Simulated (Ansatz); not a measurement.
**Be (P6_3/mmc, 2 atoms in the cell): Grüneisen parameters**

Does Be (P6_3/mmc, 2 atoms in the cell) expand much on heating, by its phonons?

Method: DFT LDA, scalar-relativistic, plane waves, PAW; PAW set soft_1, in Ansatz 0.2.0.

## Step 1: The starting structure

Symmetry: P6_3/mmc, No. 194, hexagonal system. Conventional cell: a = 2.228 Å, b = 2.228 Å, c = 3.511 Å, α = 90.00°, β = 90.00°, γ = 120.00°. Be has 12 Be at 2.18 to 2.23 Å nearest.

## Step 2: Response at finite wavevector

The cell comes from relaxations at this level that are not shown. Stability and thermal properties need the whole zone. Linear response on a 6×6×4 q mesh gives force constants as far as a supercell of that size would.

input.yaml

```yaml
crystal:
  lattice:
    - [2.2278249395, 0.0, 0.0]
    - [-1.1139124697, 1.9293529928, 0.0]
    - [0.0, 0.0, 3.5113866065]
  atoms:
    - { symbol: Be, position: [0.3333333333, 0.6666666667, 0.25] }
    - { symbol: Be, position: [0.6666666667, 0.3333333333, 0.75] }
kpoints:
  mp_grid: { grid: [24, 24, 12] }
hamiltonian:
  xc: lda
  pseudopotentials: { kind: paw, azcp: { folder: soft_1 }, xc_functional: pbe }
scf:
  occupations: { method: methfessel_paxton, width: 0.2 }
output:
  eigenvalues: true
phonons:
  method: dfpt
  qmesh: [6, 6, 4]
  temperatures: { t_max: 1000, t_step: 50 }
  qpath:
    path:
      - [[0.0, 0.0, 0.0], [0.5, 0.0, 0.0], [0.33333333, 0.33333333, 0.0], [0.0, 0.0, 0.0], [0.0, 0.0, 0.5], [0.5, 0.0, 0.5], [0.33333333, 0.33333333, 0.5], [0.0, 0.0, 0.5]]
      - [[0.5, 0.0, 0.5], [0.5, 0.0, 0.0]]
      - [[0.33333333, 0.33333333, 0.5], [0.33333333, 0.33333333, 0.0]]
    npoints: 10
```

Started as:

```sh
> ansatz run input.yaml --threads 4 --pin off --max-ram 10240MiB --backend cpu --events-out ev --progress --plain --runs-dir out
```

Numbers of over 12 decimals in the logs are rounded to 6 here.

What it wrote:

```text
Engine: ansatz 0.2.0, aarch64-unknown-linux-gnu
Pseudopotentials: kind: paw
Pseudopotential: Be, paw, valence charge 2, recommended cutoff 420 eV (normal), soft_1/Be.paw.azcp
Functional definition: SPW92
  exchange = slater_x
  correlation = pw_c
Crystal: 2 atoms, lattice volume = 15.093 Å³
Basis set: ecut = 420 eV, 299 PW (Γ), exchange–correlation on 30×30×48 points (8 copies of the dense FFT grid, shifted against one another)
Bands: 6, of which v1, the nominal top of the filled ones, is band 2 counted from 1 (1 counted from 0)
Symmetry: 24 space group operations
k-points: 427 of 6912
Non-local potential: Be, projectors of the file, l = 0: 2, l = 1: 2, l = 2: 1
PAW form: soft (Blöchl's): semilocal exchange-correlation on the pseudo side does not see the compensation charge
PAW frozen core: Be, regenerated for the run's functional, and the local potential with it (the file was generated under x = pbe(κ = 0.804, μ = 0.219515), c = pbe(β = 0.066725))
PAW one-centre angular grid: Be, 110 points (default); XC on 64 Gauss nodes
Initial density: superposition of atomic densities (chi_scale 0.1, normalization cell)
Initial wavefunctions: pseudopotential atomic-orbital guess
Functional: x = slater, c = lda
SCF iter   1: F=—  HF=-176.467323 eV  |F-HF|=—  |Δ(HF+E_count)|=         —  Δρ=1.54e-2  dr2=2.59e-2  ethr=3.10e-3  ⟨swp⟩=4.7  Hψ=21086  notcnv=0
preconditioner: auto → none  [metal: Δε(μ)=0.025 eV  Ē_g=13.227 eV  σ=0.200 eV  W_gap=0.11  n_scr=2 (ndim 8)  ℏωp=19.1 eV  f_vac=0.000  D(μ)=0.21/eV (n_scr^D=0)  sad-step TF]
SCF iter   2: F=—  HF=-176.468345 eV  |F-HF|=—  |Δ(HF+E_count)|=   1.02e-3  S|Δr|=    0.00e0  Δρ=9.43e-3  dr2=1.00e-2  ethr=6.47e-4  ⟨swp⟩=1.0  Hψ=5978  notcnv=0
SCF iter   3: F=—  HF=-176.467716 eV  |F-HF|=—  |Δ(HF+E_count)|=   6.28e-4  S|Δr|=    0.00e0  Δρ=4.88e-4  dr2=2.93e-5  ethr=2.50e-4  ⟨swp⟩=1.0  Hψ=2562  notcnv=0
SCF iter   4: F=—  HF=-176.467709 eV  |F-HF|=—  |Δ(HF+E_count)|=   6.79e-6  S|Δr|=    0.00e0  Δρ=2.22e-5  dr2=5.38e-8  ethr=7.31e-7  ⟨swp⟩=1.0  Hψ=2562  notcnv=0
SCF iter   5: F=—  HF=-176.467710 eV  |F-HF|=—  |Δ(HF+E_count)|=   1.57e-7  S|Δr|=    0.00e0  Δρ=2.58e-6  dr2=5.30e-10  ethr=1.35e-9  ⟨swp⟩=2.3  Hψ=3359  notcnv=0
SCF iter   6: F=-176.467710 eV  HF=-176.467710 eV  |F-HF|=6.82e-13  |Δ(HF+E_count)|=  4.92e-11  S|Δr|=    0.00e0  Δρ=2.13e-7  dr2=4.88e-12  ethr=1.00e-12  ⟨swp⟩=4.7  Hψ=6909  notcnv=0
the search or the solves at the SCF's close seem to have found levels that the self-consistency loop had missed (the run counts 1). By its estimate they hold under 1e-12 electrons; where the run keeps them, the occupations were computed again with them
SCF 1 converged in 6 iterations: F = -176.467710 eV  dr2 = 4.88e-12
  greatest PAW one-centre occupation: 0.364 electrons in one spin orbital (limit 2), on the Be atom at site 1 (counted from 0), in its partial waves of l = 0
NSCF: frozen V_eff on 427 k-points
NSCF: frozen V_eff on 1099 k-points
DFPT response loops at q = (0, 0, 0) (fractional): preconditioner auto → Kerker (q_TF=auto, 2.187 Å⁻¹) (partly filled bands, converged f_vac=0.000); β = 1.00, the filter's whole step (`scf.mixing.beta` (0.50) is not read by the response loops under this deck's `scf.mixing.preconditioner`; to damp them name `kerker` or `kerker_dos`, under which they read `scf.mixing.beta`, and type it under 1.00, their step now; both keys bind the ground state too); Broyden in place of MSR1
NSCF: frozen V_eff on 3768 k-points
DFPT response loops at q = (0, 0, 0.25) (fractional): mixed as the last ones told, above
NSCF: frozen V_eff on 2198 k-points
DFPT response loops at q = (0, 0, -0.5) (fractional): mixed as the last ones told, above
NSCF: frozen V_eff on 4200 k-points
DFPT response loops at q = (0, 0.166667, 0) (fractional): mixed as the last ones told, above
NSCF: frozen V_eff on 7200 k-points
DFPT response loops at q = (0, 0.166667, 0.25) (fractional): mixed as the last ones told, above
NSCF: frozen V_eff on 4200 k-points
DFPT response loops at q = (0, 0.166667, -0.5) (fractional): mixed as the last ones told, above
NSCF: frozen V_eff on 4200 k-points
DFPT response loops at q = (0, 0.333333, 0) (fractional): mixed as the last ones told, above
NSCF: frozen V_eff on 7200 k-points
DFPT response loops at q = (0, 0.333333, 0.25) (fractional): mixed as the last ones told, above
NSCF: frozen V_eff on 4200 k-points
DFPT response loops at q = (0, 0.333333, -0.5) (fractional): mixed as the last ones told, above
NSCF: frozen V_eff on 2198 k-points
DFPT response loops at q = (0, -0.5, 0) (fractional): mixed as the last ones told, above
NSCF: frozen V_eff on 3768 k-points
DFPT response loops at q = (0, -0.5, 0.25) (fractional): mixed as the last ones told, above
NSCF: frozen V_eff on 2198 k-points
DFPT response loops at q = (0, -0.5, -0.5) (fractional): mixed as the last ones told, above
NSCF: frozen V_eff on 8064 k-points
DFPT response loops at q = (0.166667, 0.166667, 0) (fractional): mixed as the last ones told, above
NSCF: frozen V_eff on 13824 k-points
DFPT response loops at q = (0.166667, 0.166667, 0.25) (fractional): mixed as the last ones told, above
NSCF: frozen V_eff on 8064 k-points
DFPT response loops at q = (0.166667, 0.166667, -0.5) (fractional): mixed as the last ones told, above
NSCF: frozen V_eff on 8064 k-points
DFPT response loops at q = (0.166667, 0.333333, 0) (fractional): mixed as the last ones told, above
NSCF: frozen V_eff on 13824 k-points
DFPT response loops at q = (0.166667, 0.333333, 0.25) (fractional): mixed as the last ones told, above
NSCF: frozen V_eff on 8064 k-points
DFPT response loops at q = (0.166667, 0.333333, -0.5) (fractional): mixed as the last ones told, above
NSCF: frozen V_eff on 4200 k-points
DFPT response loops at q = (0.333333, 0.333333, 0) (fractional): mixed as the last ones told, above
NSCF: frozen V_eff on 7200 k-points
DFPT response loops at q = (0.333333, 0.333333, 0.25) (fractional): mixed as the last ones told, above
NSCF: frozen V_eff on 4200 k-points
DFPT response loops at q = (0.333333, 0.333333, -0.5) (fractional): mixed as the last ones told, above
SCF converged after 6 iterations
Stability not checked: this state was not tested for a lower state beside it, because cold or Methfessel-Paxton smearing, or corrected tetrahedra, fill the levels in a way that the test cannot read (fill_not_monotonic; see scf.lower_state_search)
Free energy (F): -176.467710 eV
Harris-Foulkes:  -176.467710 eV  (|F-HF|=6.82e-13)
Internal energy: -176.467247 eV  (E = F + TS)
E sigma→0 (E₀):  -176.467594 eV
Entropy (-TS):   -0.000462 eV (-0.231 meV/atom)
Fermi energy:    8.326947 eV
--- Per-component energies (eV) ---
  E_band       = 12.863207
  E_kinetic    = 44.358468
  E_local      = 6.017343  (includes V_loc(G=0)·N_el)
  E_nonlocal   = 8.094409
  E_hartree    = 0.076495
  E_xc         = -41.053755
  E_vxc        = -42.316317  (∫ρ·V_xc dr)
  E_paw        = -109.225157  (= ΣΔE_a)
  E_vpaw       = -3.443685  (= ΣTr[D̂ρ^β])
  E_aug_tail   = -0.000001  (compensation charges beyond the density's cutoff)
  E_ewald      = -84.795623
  E_core_change = 0.060574  (= ΣΔE_core)
  E_smearing   = -0.000462  (= −TS)
  E_closure    = -0.000000  (closes the sum)
  Σ components = -176.467710   (vs F -176.467710, Δ=0.00e0)
--- Band table (eV; the first three rows and the last of 427) ---
  k-point 0: bands = ["-3.0929", "3.7435", "9.7323", "24.6946", "24.6946", "27.6184"]
  k-point 1: bands = ["-3.0328", "3.3995", "10.2204", "24.7504", "24.7504", "27.5970"]
  k-point 2: bands = ["-2.8524", "2.5963", "11.4548", "24.9152", "24.9152", "27.5235"]
  k-point 426: bands = ["7.1623", "7.1623", "8.7031", "8.7031", "15.1380", "15.1380"]
--- Phonons (Γ-DFPT): 2 representative perturbations + reference (Σ response iterations 6) ---
  ASR residual: 2.870e-5 → 0.000e0 eV/Å²; symmetrization residual: 1.568e-11 eV/Å²
  ASR residual per site (eV/Å²): 2.87e-5 2.87e-5
  Γ frequencies (cm⁻¹): 0.00 0.00 0.00 478.27 478.27 715.09
--- Phonons (arbitrary-q DFPT): 21 irreducible q on the 6×6×4 mesh ---
  q = [0.0000, 0.0000, 0.0000] (star 1, of the zone-centre solve; hermiticity 1.85e-12, symmetrization 9.25e-13): -0.00 -0.00 -0.00 478.27 478.27 715.09
  q = [0.0000, 0.0000, 0.2500] (star 2, 2 solved perturbations in 2616 linear systems a pass and spin channel, the states on 1884 of 6912 k-point pairs; hermiticity 1.26e-10, symmetrization 6.64e-11): 209.84 209.84 297.03 459.07 459.07 657.05
  q = [0.0000, 0.0000, -0.5000] (star 1, 2 solved perturbations in 1526 linear systems a pass and spin channel, the states on 1099 of 6912 k-point pairs; hermiticity 1.21e-10, symmetrization 1.07e-10): 370.63 370.63 370.63 370.63 519.18 519.18
  q = [0.0000, 0.1667, 0.0000] (star 6, 3 solved perturbations on 2100 of 6912 k-point pairs; hermiticity 3.71e-9, symmetrization 3.46e-11): 225.51 232.27 325.01 507.36 523.36 698.27
  q = [0.0000, 0.1667, 0.2500] (star 12, 3 solved perturbations on 3600 of 6912 k-point pairs; hermiticity 4.27e-9, symmetrization 2.01e-11): 277.34 294.19 429.24 477.88 480.20 681.31
  q = [0.0000, 0.1667, -0.5000] (star 6, 3 solved perturbations on 2100 of 6912 k-point pairs; hermiticity 1.19e-8, symmetrization 4.41e-10): 373.06 373.06 387.80 387.80 601.76 601.76
  q = [0.0000, 0.3333, 0.0000] (star 6, 3 solved perturbations on 2100 of 6912 k-point pairs; hermiticity 4.23e-9, symmetrization 2.14e-10): 363.02 375.27 548.15 564.79 579.69 641.56
  q = [0.0000, 0.3333, 0.2500] (star 12, 3 solved perturbations on 3600 of 6912 k-point pairs; hermiticity 9.36e-9, symmetrization 4.92e-11): 392.04 445.41 532.53 542.12 569.15 678.82
  q = [0.0000, 0.3333, -0.5000] (star 6, 3 solved perturbations on 2100 of 6912 k-point pairs; hermiticity 1.29e-8, symmetrization 1.20e-9): 460.09 460.09 489.44 489.44 654.53 654.53
  q = [0.0000, -0.5000, 0.0000] (star 3, 3 solved perturbations on 1099 of 6912 k-point pairs; hermiticity 3.30e-9, symmetrization 1.60e-8): 419.26 441.93 599.30 600.58 619.72 627.35
  q = [0.0000, -0.5000, 0.2500] (star 6, 3 solved perturbations on 1884 of 6912 k-point pairs; hermiticity 2.29e-8, symmetrization 6.49e-9): 447.83 499.10 572.48 582.74 632.54 657.31
  q = [0.0000, -0.5000, -0.5000] (star 3, 3 solved perturbations on 1099 of 6912 k-point pairs; hermiticity 2.46e-8, symmetrization 9.10e-9): 511.78 511.78 535.77 535.77 674.41 674.41
  q = [0.1667, 0.1667, 0.0000] (star 6, 2 solved perturbations in 6132 linear systems a pass and spin channel, the states on 4032 of 6912 k-point pairs; hermiticity 2.06e-9, symmetrization 2.86e-12): 320.68 339.75 475.93 567.38 589.69 659.92
  q = [0.1667, 0.1667, 0.2500] (star 12, 2 solved perturbations in 10512 linear systems a pass and spin channel, the states on 6912 of 6912 k-point pairs; hermiticity 5.66e-9, symmetrization 2.07e-12): 367.40 402.83 509.88 521.70 562.55 692.46
  q = [0.1667, 0.1667, -0.5000] (star 6, 2 solved perturbations in 6132 linear systems a pass and spin channel, the states on 4032 of 6912 k-point pairs; hermiticity 1.05e-8, symmetrization 8.94e-10): 420.74 420.74 492.92 492.92 644.59 644.59
  q = [0.1667, 0.3333, 0.0000] (star 12, 3 solved perturbations on 4032 of 6912 k-point pairs; hermiticity 7.64e-9, symmetrization 1.26e-15): 433.81 440.24 533.54 598.65 614.81 648.52
  q = [0.1667, 0.3333, 0.2500] (star 24, 3 solved perturbations on 6912 of 6912 k-point pairs: no pair is spared here; hermiticity 5.40e-9, symmetrization 2.98e-16): 442.10 480.00 548.01 593.09 635.56 669.41
  q = [0.1667, 0.3333, -0.5000] (star 12, 3 solved perturbations on 4032 of 6912 k-point pairs; hermiticity 5.77e-9, symmetrization 1.21e-11): 455.54 455.54 578.20 578.20 674.98 674.98
  q = [0.3333, 0.3333, 0.0000] (star 2, 2 solved perturbations in 2863 linear systems a pass and spin channel, the states on 2100 of 6912 k-point pairs; hermiticity 4.85e-9, symmetrization 3.98e-9): 516.87 516.87 522.65 522.65 565.36 670.50
  q = [0.3333, 0.3333, 0.2500] (star 4, 2 solved perturbations in 4908 linear systems a pass and spin channel, the states on 3600 of 6912 k-point pairs; hermiticity 4.04e-9, symmetrization 2.45e-9): 464.82 464.82 573.31 617.18 617.18 645.72
  q = [0.3333, 0.3333, -0.5000] (star 2, 2 solved perturbations in 2863 linear systems a pass and spin channel, the states on 2100 of 6912 k-point pairs; hermiticity 9.86e-10, symmetrization 5.52e-10): 440.33 440.33 611.94 611.94 670.28 670.28
  sum rule: each row above includes the acoustic sum rule's correction from the zone centre's row sums; it moved no ω² by more than (0.93 cm⁻¹)²
  mesh force constants: q→R imaginary residual 3.84e-19; ASR residual 2.870e-5 → 0.000e0 eV/Å²; symmetrization residual 1.066e-14 eV/Å²
  interpolated dispersion: 93 rows × 6 modes
  density of states and harmonic sums: on the 36×36×20 q-mesh, interpolated from the force constants of a 6×6×4 supercell (no non-analytic term)
  largest difference from the sums on the solved wave vectors: F 3.81e-3 eV, S 5.60e-6 and C_V 1.79e-6 eV/K
  zero-point energy: 0.193524 eV/cell   skipped modes (ω ≤ 0): 3   left out of the sums: 1.93e-5 of the cell's modes: C_V's classical limit lies that fraction below 3 k_B per atom; for a crystal, a wire or a layer, F and S can be off by more, and a phonons.interpolated_qmesh denser along its periods is the remedy for the sampling
```

It took 3.2 min on 4 threads of Arm Neoverse V1, shared host; peak memory 1.8 GiB; 12 min of CPU time.

Numbers from this step:

```
volume per atom                                         : 7.546 Å³
gap on the k-mesh                                       : 0 eV
sum-rule residual before enforcement                    : 2.87e-5 eV/Å²
lowest frequency on the path                            : 0 cm⁻¹
point group                                             : 6/mmm
highest frequency on the path or at a solved wavevector : 715.1 cm⁻¹
mean frequency                                          : 520.3 cm⁻¹
Debye temperature (second moment)                       : 990 K
logarithmic mean frequency                              : 505 cm⁻¹
highest optical mode at the zone centre (no LO-TO term) : 715.1 cm⁻¹
lowest optical zone-centre mode                         : 478.3 cm⁻¹
lowest mode on the q mesh (acoustic modes at Γ apart)   : 209.8 cm⁻¹
zero-point energy per atom                              : 96.76 meV
heat capacity at 300 K                                  : 15.22 J/(mol atoms K)
vibrational entropy at 300 K                            : 8.616 J/(mol atoms K)
```

Frequencies (cm⁻¹) solved at each irreducible wavevector; negative means imaginary. Frequencies by wavevector, by row:

| q in reciprocal lattice units | star | mode 1 | mode 2 | mode 3 | mode 4 | mode 5 | mode 6 |
| --- | --- | --- | --- | --- | --- | --- | --- |
| 0 0 0 | 1 | 0 | 0 | 0 | 478.3 | 478.3 | 715.1 |
| 0 0 0.25 | 2 | 209.8 | 209.8 | 297 | 459.1 | 459.1 | 657 |
| 0 0 -0.5 | 1 | 370.6 | 370.6 | 370.6 | 370.6 | 519.2 | 519.2 |
| 0 0.1667 0 | 6 | 225.5 | 232.3 | 325 | 507.4 | 523.4 | 698.3 |
| 0 0.1667 0.25 | 12 | 277.3 | 294.2 | 429.2 | 477.9 | 480.2 | 681.3 |
| 0 0.1667 -0.5 | 6 | 373.1 | 373.1 | 387.8 | 387.8 | 601.8 | 601.8 |
| 0 0.3333 0 | 6 | 363 | 375.3 | 548.1 | 564.8 | 579.7 | 641.6 |
| 0 0.3333 0.25 | 12 | 392 | 445.4 | 532.5 | 542.1 | 569.1 | 678.8 |
| 0 0.3333 -0.5 | 6 | 460.1 | 460.1 | 489.4 | 489.4 | 654.5 | 654.5 |
| 0 -0.5 0 | 3 | 419.3 | 441.9 | 599.3 | 600.6 | 619.7 | 627.4 |
| 0 -0.5 0.25 | 6 | 447.8 | 499.1 | 572.5 | 582.7 | 632.5 | 657.3 |
| 0 -0.5 -0.5 | 3 | 511.8 | 511.8 | 535.8 | 535.8 | 674.4 | 674.4 |
| 0.1667 0.1667 0 | 6 | 320.7 | 339.8 | 475.9 | 567.4 | 589.7 | 659.9 |
| 0.1667 0.1667 0.25 | 12 | 367.4 | 402.8 | 509.9 | 521.7 | 562.5 | 692.5 |
| 0.1667 0.1667 -0.5 | 6 | 420.7 | 420.7 | 492.9 | 492.9 | 644.6 | 644.6 |
| 0.1667 0.3333 0 | 12 | 433.8 | 440.2 | 533.5 | 598.6 | 614.8 | 648.5 |
| 0.1667 0.3333 0.25 | 24 | 442.1 | 480 | 548 | 593.1 | 635.6 | 669.4 |
| 0.1667 0.3333 -0.5 | 12 | 455.5 | 455.5 | 578.2 | 578.2 | 675 | 675 |
| 0.3333 0.3333 0 | 2 | 516.9 | 516.9 | 522.6 | 522.6 | 565.4 | 670.5 |
| 0.3333 0.3333 0.25 | 4 | 464.8 | 464.8 | 573.3 | 617.2 | 617.2 | 645.7 |
| 0.3333 0.3333 -0.5 | 2 | 440.3 | 440.3 | 611.9 | 611.9 | 670.3 | 670.3 |

Symmetry leaves 21 wavevectors to solve. The lowest mode among them, the acoustic zeros apart, lies at q = (0, 0, 0.25) and is real, 210 cm⁻¹.

## Step 3: Relaxing at another volume, volume ratio 0.97

The volume is scaled by 0.97 and held, while shape and atoms relax as far as symmetry allows. The modes can then be followed against volume.

input.yaml, the sections that differ from step 2:

```yaml
crystal:
  lattice:
    - [2.2053201186, 0.0, 0.0]
    - [-1.1026600593, 1.9098632462, 0.0]
    - [0.0, 0.0, 3.4759156298]
  atoms:
    - { symbol: Be, position: [0.3333333333, 0.6666666667, 0.25] }
    - { symbol: Be, position: [0.6666666667, 0.3333333333, 0.75] }
output:
  forces: true
  stress: true
  eigenvalues: true
relax:
  adjacent_minimum: "off"
  f_tol: 0.001
  max_steps: 60
  cell: { stress_tol: 0.01, fix: [volume] }
# kpoints, hamiltonian, scf: as in step 2
# phonons: removed
```

What it wrote:

```text
[...]
Crystal: 2 atoms, lattice volume = 14.640 Å³
Basis set: ecut = 420 eV, 287 PW (Γ)
Bands: 6, of which v1, the nominal top of the filled ones, is band 2 counted from 1 (1 counted from 0)
Symmetry: 24 space group operations
[...]
k-points: 427 of 6912
[...]
--- Relaxed structure (3 steps of the walk, 3 accepted, 1 SCFs on fresh bases) ---
  F+E_penalty+E_count = -176.46188835 eV   max|allowed force component| = 1.203e-16 eV/Å   (the final SCF, on the basis selected at the relaxed cell)
  cell:  # Å, volume = 14.6401 Å³
    - [2.204230, 0.0, 0.0]
    - [-1.102115, 1.908919, 0.0]
    - [0.0, 0.0, 3.479355]
  atoms:
    - { symbol: Be, position: [0.333333, 0.666667, 0.250000] }
    - { symbol: Be, position: [0.666667, 0.333333, 0.75] }
[key lines of the parts left out:]
SCF converged after 3 iterations
Free energy (F): -176.461888 eV
Fermi energy:    8.620408 eV
P = ⅓ Tr σ = 4.2030 GPa (42.030 kbar)
```

Wall time 3.5 s (4 threads); peak memory 0.34 GiB.

Little changed from the start: no atom moved by 0.005 Å and no cell edge by 0.1 %.

Numbers from this step:

```yaml
pressure: 4.203 GPa
volume_per_atom: 7.320 Å³
```

(Part 1 of 2 ends here.)

[Logs are printed without paths, hosts, clocks, repeated set-up lines and the standing remarks that a program may print on its own settings, such as how far it seeks lower states.]

[Hosts, paths, dates, database ids (printed as entryN), source tags and the programs' standing remarks are cut or masked in the printed files.]
